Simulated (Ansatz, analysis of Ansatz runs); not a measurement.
# N2V- centre in diamond: hyperfine coupling against experiment, part 2 of 2

Subject: N2V- centre in diamond. Wanted: its hyperfine coupling, in one set-up (HSE06 on PBE structures, 128-site cell, PBE lattice, 420 eV, k: the single point 1/4 1/4 1/4 then the zone centre alone). The model is a cell of 128 host atoms with 1 site emptied, N put on another atom's site and N put on another atom's site. The isotropic coupling follows from the spin density at the nucleus, the nuclear g-factor and the total spin. Exact exchange opens the gap, stiffens bonds and lessens the self-interaction error, at many times the cost.

Ansatz 0.2.0; HSE06 on PBE structures, 128-site cell, PBE lattice, 420 eV, k: the single point 1/4 1/4 1/4 then the zone centre alone.

So far: The starting structure; Relaxation, charge −1.

### 3. Contact spin densities

The relaxed structure is kept, and the final numbers are taken at the final level and k-points.

This step: plane-wave PAW DFT, HSE06; single point of a defect supercell on the structure relaxed with PBE.

point/input.yaml

```yaml
crystal:
  lattice:
    - [0.0, 7.14316351, 7.14316351]
    - [7.14316351, 0.0, 7.14316351]
    - [7.14316351, 7.14316351, 0.0]
  atoms:
    - { symbol: C, position: [0.124668355, 0.124470141, 0.12552772] }
    - { symbol: C, position: [0.187377217, 0.187181541, 0.187824448] }
    - { symbol: C, position: [0.124678882, 0.124480066, 0.375256309] }
    - { symbol: C, position: [0.187161691, 0.186963272, 0.437573469] }
    - { symbol: C, position: [0.124881266, 0.124686007, 0.624994312] }
    - { symbol: C, position: [0.187601974, 0.187401371, 0.687578659] }
    - { symbol: C, position: [0.124887038, 0.124689416, 0.875333315] }
    - { symbol: C, position: [0.187125036, 0.186925891, 0.938546873] }
    - { symbol: C, position: [0.124657176, 0.374862229, 0.12523249] }
    - { symbol: C, position: [0.187314726, 0.437261265, 0.187449173] }
    - { symbol: C, position: [0.12399992, 0.374582856, 0.375194949] }
    - { symbol: C, position: [0.191717072, 0.434261007, 0.434627865] }
    - { symbol: C, position: [0.128944585, 0.373601316, 0.623695187] }
    - { symbol: C, position: [0.191432616, 0.434248953, 0.689696144] }
    - { symbol: C, position: [0.123878928, 0.374567745, 0.876293882] }
    - { symbol: C, position: [0.187299515, 0.43727104, 0.938226788] }
    - { symbol: C, position: [0.125189451, 0.624751903, 0.125042632] }
    - { symbol: C, position: [0.188277245, 0.686927191, 0.18782425] }
    - { symbol: C, position: [0.128387502, 0.623008187, 0.374478879] }
    - { symbol: C, position: [0.193070807, 0.684289479, 0.436357449] }
    - { symbol: C, position: [0.128412602, 0.622898184, 0.624044415] }
    - { symbol: C, position: [0.18824666, 0.686861148, 0.68715455] }
    - { symbol: C, position: [0.125174542, 0.624745417, 0.874956864] }
    - { symbol: C, position: [0.187729364, 0.687258394, 0.937584175] }
    - { symbol: C, position: [0.125226809, 0.874607381, 0.125247751] }
    - { symbol: C, position: [0.187883948, 0.937038983, 0.187732328] }
    - { symbol: C, position: [0.124839124, 0.874463945, 0.375300724] }
    - { symbol: C, position: [0.187880278, 0.937013814, 0.437518375] }
    - { symbol: C, position: [0.12519015, 0.87458479, 0.624831574] }
    - { symbol: C, position: [0.187613062, 0.937240443, 0.687521881] }
[... 12 lines left out ...]
    - { symbol: "N", position: [0.36954917, 0.369343491, 0.369578556] }
    - { symbol: "N", position: [0.369278274, 0.369076145, 0.642245782] }
[... 75 lines left out ...]
    - { symbol: C, position: [0.875099296, 0.874899475, 0.125066882] }
    - { symbol: C, position: [0.937677253, 0.937478752, 0.187625378] }
    - { symbol: C, position: [0.875279736, 0.875079355, 0.374972231] }
    - { symbol: C, position: [0.937833337, 0.937635988, 0.437344639] }
    - { symbol: C, position: [0.875286946, 0.875091089, 0.624513354] }
    - { symbol: C, position: [0.937660518, 0.937461718, 0.687360586] }
    - { symbol: C, position: [0.875089313, 0.87489148, 0.874831071] }
    - { symbol: C, position: [0.937617838, 0.937422574, 0.937548391] }
total_charge: -1
basis:
  ecutwfc: 420
  xc_grid: 2
hamiltonian:
  xc: hse06
kpoints:
  mp_grid: { grid: [1, 1, 1] }
magnetization:
  spin_polarized: true
  initial_magnetization: 1
  spin_locking: { lock_magnetization: hard }
scf:
  occupations: { method: fermi_dirac, width: 0.01 }
  max_iter: 120
output:
  forces: true
  efg: {}
  eigenvalues: true
checkpoint:
  read: "../relax.run"
```

Command:

```
$ ansatz run input.yaml --threads 4 --pin off --max-ram 7536MiB --backend cpu --events-out ev --progress --plain --runs-dir out
```

Numbers of over 12 decimals in the logs are rounded to 6 here.

The program printed:

```text
[...]
Warning: the atoms were moved onto the symmetric positions of the space group found under crystal.symmetry.tolerance 1.0e-5 (fractional; [...]
Warning: checkpoint.read: the run can stay near the saved state's solution: 70 site(s) moved relative to the saved geometry (max |Δs| = 3.593e-6 fractional); [...]
Warning: checkpoint.read: hamiltonian.xc differs: saved pbe, current hse06; the SCF iterates under this deck's functional from the saved state
exact exchange: scf.exx.singularity resolves to wigner_seitz, which cuts the screened interaction at the faces of the exchange supercell's Wigner-Seitz cell, so that each pair interacts once, at the shortest of its separations (the periodic images that this [...]
[...]
Crystal: 127 atoms, lattice volume = 728.957 Å³
Basis set: ecut = 420 eV, 14211 PW (Γ), exchange–correlation on 144×144×144 points (8 copies of the dense FFT grid, shifted against one another)
[...]
atom  14  C  V_zz =    +1.589365   η = 0.1567   by run symmetry: allowed
[...]
atom  36  C  V_zz =    +1.579656   η = 0.1581   by run symmetry: allowed
[...]
atom  37  C  V_zz =    -0.273885   η = 0.2457   by run symmetry: allowed
[...]
atom  38  C  V_zz =    +1.589365   η = 0.1567   by run symmetry: allowed
[...]
atom  43  N  V_zz =   -14.894093   η = 0.0050   by run symmetry: allowed
[...]
atom  44  N  V_zz =   -14.949596   η = 0.0049   by run symmetry: allowed
[...]
atom  50  C  V_zz =    -3.516815   η = 0.0841   by run symmetry: allowed
[...]
atom  74  C  V_zz =    -3.516815   η = 0.0841   by run symmetry: allowed
[...]
--- Band table (eV) ---
[...]
[key lines of the parts left out:]
Magnetization: 1.0000 μB (256.0000 up, 255.0000 down)
Free energy (F): -32098.771801 eV
Fermi energy:    15.869378 (↑ 16.400141, ↓ 15.864770) eV
```

Run time: 7 min. Hardware: 4 threads of Arm Neoverse V2, shared host; peak memory 3.6 GiB; 27 min of CPU time.

Numbers from this step:

```yaml
free_energy: -32098.7718 eV
total_moment: 1 μB
integral_of_the_absolute_spin_density: 1.239 μB
spin_contamination: 0.009572
```

The largest moments in the atoms' spheres: C74 0.20, C50 0.20, C98 0.02, C27 0.02, C104 0.01, C56 0.01 μB.

Contact couplings A = (2/3) μ0 ge μB gN μN ρs / (2S h), for each element's most abundant magnetic isotope:

| atom | isotope | distance from the centre (Å) | contact spin density (e/Å³) | A (MHz) |
| --- | --- | --- | --- | --- |
| C50 | 13C | 1.64 | 1.24 | 206.5 |
| C74 | 13C | 1.64 | 1.24 | 206.5 |
| C56 | 13C | 3.90 | 0.117 | 19.6 |
| C104 | 13C | 3.90 | 0.117 | 19.6 |
| C58 | 13C | 3.90 | 0.117 | 19.5 |
| C106 | 13C | 3.90 | 0.117 | 19.5 |
| C49 | 13C | 2.51 | -0.101 | -16.8 |
| C73 | 13C | 2.52 | -0.101 | -16.8 |
| C51 | 13C | 2.51 | -0.101 | -16.8 |
| C75 | 13C | 2.51 | -0.101 | -16.8 |

### 4. Summary of results

```yaml
15n_isotropic: 5.1 MHz
13c_the_two_neighbours_of_the_vacancy_isotropic: 206.5 MHz
integral_of_the_absolute_spin_density: 1.24 μB
time_of_the_whole_chain: 9.6 min on 4 threads
```

What this shows: 15N, isotropic: computed 5.1 MHz, measured 4.02 MHz; 1.1 MHz (27 %) above the measurement. 13C, the two neighbours of the vacancy, isotropic: computed 206.5 MHz, measured 240.7 MHz; 34.2 MHz (14 %) below the measurement. Only the isotropic (Fermi contact) part is computed, with core polarisation; no vibrational averaging. Limits: the zone centre alone is a coarse sampling for this cell; the structure comes from another functional than the final numbers.

[Logs are printed without paths, hosts, clocks, repeated set-up lines and the standing remarks that a program may print on its own settings, such as how far it seeks lower states.]

[Hosts, paths, dates, database ids (printed as entryN), source tags and the programs' standing remarks are cut or masked in the printed files.]

[For some hosts the program warned that the k-mesh of the response run may be too coarse for force constants and the static dielectric constant; such warnings are not shown here.]
